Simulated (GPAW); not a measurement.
# Work function of Cr2CS2 MXene monolayer at several levels, part 2 of 2

Wanted: work functions and dipole of Cr2CS2 MXene monolayer, with the cost of each level.

GPAW 26.7.0; GPAW, PAW setups; layer in a repeated cell with vacuum, relaxation of atoms and in-plane cell (the session's first sound run).

So far, upper work function (eV): step 3 (plane waves, PBE) 5.46; step 4 (OptPBE vdW: xc = "optPBE-vdW", GPAW, PAW setups, GPAW) 5.72; step 5 (self-consistent run: xc = "LDA") 5.69; step 6 (self-consistent run: xc = "vdW-DF2", GPAW, PAW setups, GPAW) 5.90.

### 7. Self-consistent run: xc = "RPBE"

Level of this step: GPAW, PAW setups; slab in vacuum (GPAW).

The same geometry under RPBE, to see how far the functional moves the levels against the vacuum.

run.py reads:

```python
import json
import numpy as np
from ase import Atoms
from gpaw import GPAW, PW

slab = Atoms(
    ['S', 'Cr', 'C', 'Cr', 'S'],
    positions=[
        [-0.00000, 1.76398, 9.00000],
        [1.52766, 0.88200, 10.52969],
        [0.00000, 0.00000, 11.57658],
        [-0.00000, 1.76398, 12.62346],
        [1.52766, 0.88200, 14.15315]],
    cell=[[3.05532, -0.0, 0.0], [-1.52766, 2.64598, 0.0], [0.0, 0.0, 23.1532]],
    pbc=[True, True, False],
    magmoms=[0.0, 2.0, 0.0, 2.0, 0.0])

slab.calc = GPAW(mode=PW(500), xc='RPBE', kpts={'size': (12, 12, 1), 'gamma': True},
                 occupations={'name': 'fermi-dirac', 'width': 0.05}, nbands='160%',
                 convergence={'density': 1e-05}, maxiter=200,
                 poissonsolver={'dipolelayer': 'xy'},
                 symmetry={'tolerance': 1e-3}, txt='slab.txt')
result = {}
energy = slab.get_potential_energy()
fermi = slab.calc.get_fermi_level()
v = slab.calc.get_electrostatic_potential().mean((0, 1)) - fermi
n = slab.calc.get_pseudo_density().mean((0, 1))
L = slab.cell[2, 2]
z = np.arange(len(v)) * L / len(v)
low, high = slab.positions[:, 2].min(), slab.positions[:, 2].max()
below, above = np.interp([low - 6.8, high + 6.8], z, v)
slopes = [np.interp(x, z, np.gradient(v, z)) for x in (low - 6.8, high + 6.8)]
eps = np.array([[slab.calc.get_eigenvalues(k, s) for k in range(len(slab.calc.get_ibz_k_points()))]
                for s in range(slab.calc.get_number_of_spins())]) - fermi
top, bottom = eps[eps < 0].max(), eps[eps > 0].min()
dipole = slab.get_dipole_moment()[2]
print(f'energy {energy:.4f} eV, Fermi level {fermi:.4f} eV, dipole {dipole:.5f} e A')
print(f'potential 6.8 A off the faces, from the Fermi level: lower {below:.4f} eV, upper {above:.4f} eV')
print(f'slope of the potential there: lower {slopes[0]:.5f}, upper {slopes[1]:.5f} eV/A')
print(f'nearest levels on the mesh: {top:.4f} and {bottom:.4f} eV')
print('magnetic moment', round(slab.get_magnetic_moment(), 3))
result.update(energy=energy, fermi=fermi, dipole=dipole, below=below, above=above, slopes=slopes, edges=[top, bottom],
              z=z.tolist(), v=v.tolist(), n=n.tolist(), positions=slab.positions.tolist(),
              forces=slab.get_forces(apply_constraint=False).tolist(), moments=slab.get_magnetic_moments().tolist())
json.dump(result, open('result.json', 'w'))
```

Started as:

```bash
$ OMP_NUM_THREADS=1 OPENBLAS_NUM_THREADS=1 python run.py
```

Log:

```text
energy -35.2527 eV, Fermi level -0.4670 eV, dipole -0.00034 e A
potential 6.8 A off the faces, from the Fermi level: lower 5.3652 eV, upper 5.3797 eV
slope of the potential there: lower 0.00000, upper -0.00000 eV/A
nearest levels on the mesh: -0.0031 and 0.0594 eV
magnetic moment 2.215
```

Wall time 1.8 min (1 thread of Intel Xeon Platinum 8259CL at 2.50GHz (Skylake/Cascade Lake), shared host); peak memory 0.31 GiB.

Numbers from this step:

| Item | Value |
| --- | --- |
| dipole along the normal | -3.42e-4 e·Å |
| levels nearest the Fermi level on the mesh | -0.003059, 0.05943 eV from the Fermi level |
| upper work function | 5.380 eV |
| lower work function | 5.365 eV |
| site moments | -0.07542, 1.227, -0.07354, 1.227, -0.07542 μB |
| sum of the site moments | 2.229 μB |

The electrostatic potential energy of an electron (without an applied field's), less the Fermi level, planar mean oscillates, so the rows of the table below give means over windows of 1.45 Å about each position, cut where the curve ends. Its maxima inside the range that stand out by 2 % of the span (Å: eV): 9.7: -5.02, 11.2: -9.15, 12.0: -9.15, 13.4: -5.01. Its minima: 9.0: -20.9, 10.5: -16.2, 11.6: -13.4, 12.6: -16.2, 14.2: -20.9.

Table of electrostatic potential energy of an electron (without an applied field's), less the Fermi level, planar mean by z; means over each step:

z (Å), electrostatic potential energy of an electron (without an applied field's), less the Fermi level, planar mean (eV) and a bar from the least value:
```
     0.72        5.4 ##############################
     2.17        5.4 ##############################
     3.62        5.4 ##############################
     5.07        5.4 ##############################
     6.52        5.3 ##############################
     7.97        1.0 #######################
     9.42      -11.8 #
    10.87      -12.5 
    12.32      -12.4 
    13.77      -11.8 #
    15.22        1.5 ########################
    16.67        5.3 ##############################
    18.12        5.4 ##############################
    19.57        5.4 ##############################
    21.02        5.4 ##############################
    22.47        5.4 ##############################
```

The upper face's work function is 5.380 eV, against 5.461 eV in the first plane-wave PBE run at this geometry.

### 8. Self-consistent run: xc = "revPBE"

The same geometry under revPBE, to see how far the functional moves the levels against the vacuum.

Changes to run.py since step 7:

```diff
@@ -17,3 +17,3 @@
 
-slab.calc = GPAW(mode=PW(500), xc='RPBE', kpts={'size': (12, 12, 1), 'gamma': True},
+slab.calc = GPAW(mode=PW(500), xc='revPBE', kpts={'size': (12, 12, 1), 'gamma': True},
                  occupations={'name': 'fermi-dirac', 'width': 0.05}, nbands='160%',
```

Log:

```text
energy -35.6333 eV, Fermi level -0.4696 eV, dipole -0.00034 e A
potential 6.8 A off the faces, from the Fermi level: lower 5.3590 eV, upper 5.3735 eV
slope of the potential there: lower 0.00001, upper -0.00001 eV/A
nearest levels on the mesh: -0.0921 and 0.0005 eV
magnetic moment 2.203
```

It took 2.1 min on 1 thread; peak memory 0.31 GiB.

Numbers from this step:

| Item | Value |
| --- | --- |
| levels nearest the Fermi level on the mesh | -0.09214, 5.37e-4 eV from the Fermi level |
| upper work function | 5.373 eV |
| lower work function | 5.359 eV |
| site moments | -0.07345, 1.216, -0.07210, 1.216, -0.07345 μB |
| sum of the site moments | 2.214 μB |

The upper face's work function is 5.373 eV, against 5.461 eV in the first plane-wave PBE run at this geometry.

### 9. Real-space grid: mode = "fd"

A real-space grid is a second complete basis, so it checks the plane-wave result.

Changes to run.py since step 8:

```diff
@@ -3,3 +3,3 @@
 from ase import Atoms
-from gpaw import GPAW, PW
+from gpaw import GPAW
 
@@ -17,3 +17,3 @@
 
-slab.calc = GPAW(mode=PW(500), xc='revPBE', kpts={'size': (12, 12, 1), 'gamma': True},
+slab.calc = GPAW(mode='fd', h=0.18, xc='PBE', kpts={'size': (12, 12, 1), 'gamma': True},
                  occupations={'name': 'fermi-dirac', 'width': 0.05}, nbands='160%',
```

Log:

```text
energy -37.5981 eV, Fermi level -5.4561 eV, dipole -0.00060 e A
potential 6.8 A off the faces, from the Fermi level: lower 5.4489 eV, upper 5.4634 eV
slope of the potential there: lower -0.00000, upper 0.00000 eV/A
nearest levels on the mesh: -0.0869 and 0.0114 eV
magnetic moment 2.169
```

Elapsed: 14 min, on 1 thread; peak memory 0.85 GiB.

This step gave:

```yaml
dipole_along_the_normal: -6.02e-4 e·Å
levels_nearest_the_fermi_level_on_the_mesh: -0.08691, 0.01142 eV from the Fermi level
upper_work_function: 5.463 eV
lower_work_function: 5.449 eV
site_moments: -0.06807, 1.190, -0.06821, 1.190, -0.06807 μB
sum_of_the_site_moments: 2.177 μB
```

The upper face's work function is 5.463 eV, against 5.461 eV in the first plane-wave PBE run at this geometry.

### 10. Atomic orbitals: mode = "lcao"

Atom-centred orbitals end a few angstrom from the surface, which tests how much the density's tail matters.

Changes to run.py since step 9:

```diff
@@ -17,4 +17,4 @@
 
-slab.calc = GPAW(mode='fd', h=0.18, xc='PBE', kpts={'size': (12, 12, 1), 'gamma': True},
-                 occupations={'name': 'fermi-dirac', 'width': 0.05}, nbands='160%',
+slab.calc = GPAW(mode='lcao', basis='dzp', h=0.18, xc='PBE', kpts={'size': (12, 12, 1), 'gamma': True},
+                 occupations={'name': 'fermi-dirac', 'width': 0.05}, nbands='120%',
                  convergence={'density': 1e-05}, maxiter=200,
```

Log:

```text
energy -36.0139 eV, Fermi level -5.2913 eV, dipole -0.00061 e A
potential 6.8 A off the faces, from the Fermi level: lower 5.2841 eV, upper 5.2986 eV
slope of the potential there: lower 0.00000, upper 0.00000 eV/A
nearest levels on the mesh: -0.1079 and 0.0036 eV
magnetic moment 2.193
```

Run time: 9.8 min. Hardware: 1 thread; peak memory 0.32 GiB.

Numbers from this step:

- dipole along the normal: -6.05e-4 e·Å
- levels nearest the Fermi level on the mesh: -0.1079, 0.003624 eV from the Fermi level
- upper work function: 5.299 eV
- lower work function: 5.284 eV
- site moments: -0.07143, 1.190, -0.07305, 1.190, -0.07143 μB
- sum of the site moments: 2.164 μB

The electrostatic potential energy of an electron (without an applied field's), less the Fermi level, planar mean oscillates, so the rows of the table below give means over windows of 1.36 Å about each position, cut where the curve ends. Its maxima inside the range that stand out by 2 % of the span (Å: eV): 9.8: -4.89, 11.1: -9.02, 12.0: -9.02, 13.4: -4.89. Its minima: 9.0: -20.8, 10.6: -16.0, 11.6: -13.3, 12.6: -16.0, 14.1: -20.8.

The electrostatic potential energy of an electron (without an applied field's), less the Fermi level, planar mean by z; means over each step:

z (Å), electrostatic potential energy of an electron (without an applied field's), less the Fermi level, planar mean (eV) and a bar from the least value:
```
     0.68        5.3 ##############################
     2.04        5.3 ##############################
     3.40        5.3 ##############################
     4.76        5.3 ##############################
     6.12        5.3 ##############################
     7.48        4.5 #############################
     8.84      -11.1 
    10.20      -10.5 #
    11.56      -10.6 #
    12.92      -10.6 #
    14.28      -11.3 
    15.64        4.4 ############################
    17.00        5.3 ##############################
    18.36        5.3 ##############################
    19.72        5.3 ##############################
    21.08        5.3 ##############################
    22.44        5.3 ##############################
```

The upper face's work function is 5.299 eV, against 5.461 eV in the first plane-wave PBE run at this geometry.

### 11. The ladder

Times are for 1 thread of Intel Xeon Platinum 8259CL at 2.50GHz (Skylake/Cascade Lake), shared host. The runs compared:

| no. | run | upper work function (eV) | lower work function (eV) | time | memory (GiB) |
| --- | --- | --- | --- | --- | --- |
| 1 | pw | 5.461 | 5.447 | 1.8 min | 0.31 |
| 2 | optPBE vdW | 5.717 | 5.702 | 2.2 min | 0.48 |
| 3 | LDA | 5.693 | 5.678 | 2.5 min | 0.3 |
| 4 | vdW DF2 | 5.896 | 5.882 | 2.4 min | 0.48 |
| 5 | RPBE | 5.380 | 5.365 | 1.8 min | 0.31 |
| 6 | revPBE | 5.373 | 5.359 | 2.1 min | 0.31 |
| 7 | fd | 5.463 | 5.449 | 14 min | 0.85 |
| 8 | lcao | 5.299 | 5.284 | 9.8 min | 0.32 |

### 12. Side by side

Results and costs are gathered.

This step: comparison of work functions, dipole and cost (GPAW 26.7.0).

Ladder, by row:

| step | code | work function, upper (eV) | work function, lower (eV) | dipole (e Å) | wall time (s) | peak memory (GiB) | threads |
| --- | --- | --- | --- | --- | --- | --- | --- |
| pw | GPAW | 5.461 | 5.447 | -3.41e-4 | 107.7 | 0.31 | 1 |
| optPBE-vdW | GPAW | 5.717 | 5.702 | -3.40e-4 | 129.3 | 0.48 | 1 |
| LDA | GPAW | 5.693 | 5.678 | -3.34e-4 | 152.4 | 0.3 | 1 |
| vdW-DF2 | GPAW | 5.896 | 5.882 | -3.39e-4 | 146.6 | 0.48 | 1 |
| RPBE | GPAW | 5.38 | 5.365 | -3.42e-4 | 110.1 | 0.31 | 1 |
| revPBE | GPAW | 5.373 | 5.359 | -3.42e-4 | 128.9 | 0.31 | 1 |
| fd | GPAW | 5.463 | 5.449 | -6.02e-4 | 824.2 | 0.85 | 1 |
| lcao | GPAW | 5.299 | 5.284 | -6.05e-4 | 589.3 | 0.32 | 1 |

### 13. Results

* work function, upper and lower face: 5.461 and 5.447 eV
* dipole along the normal: -3.4e-4 e Å, near the numerical noise

**Reading.** With plane waves and PBE the work function is 5.46 eV on the upper face and 5.45 eV on the lower. Over the sound runs of the table the upper face's work function spans 5.299 (lcao) to 5.896 eV (vdW-DF2). Atomic orbitals miss the plane-wave value by -0.16 eV, since they describe the tail of the density in the vacuum poorly. The starting lattice was a guess from atomic radii; the relaxation moved it by 8 %. The small printed dipole stands for a step of 7.6 meV from the lower to the upper face, and the probes find 14 meV; values this small are near the numerical noise of both. One magnetic start was tried; another order may lie lower. The layer's cell and atoms come from the relaxation; spin-orbit coupling and temperature are left out.

[Logs are printed without paths, hosts, clocks, repeated set-up lines and the standing remarks that a program may print on its own settings, such as how far it seeks lower states.]

[Hosts, paths, dates, database ids (printed as entryN), source tags and the programs' standing remarks are cut or masked in the printed files.]
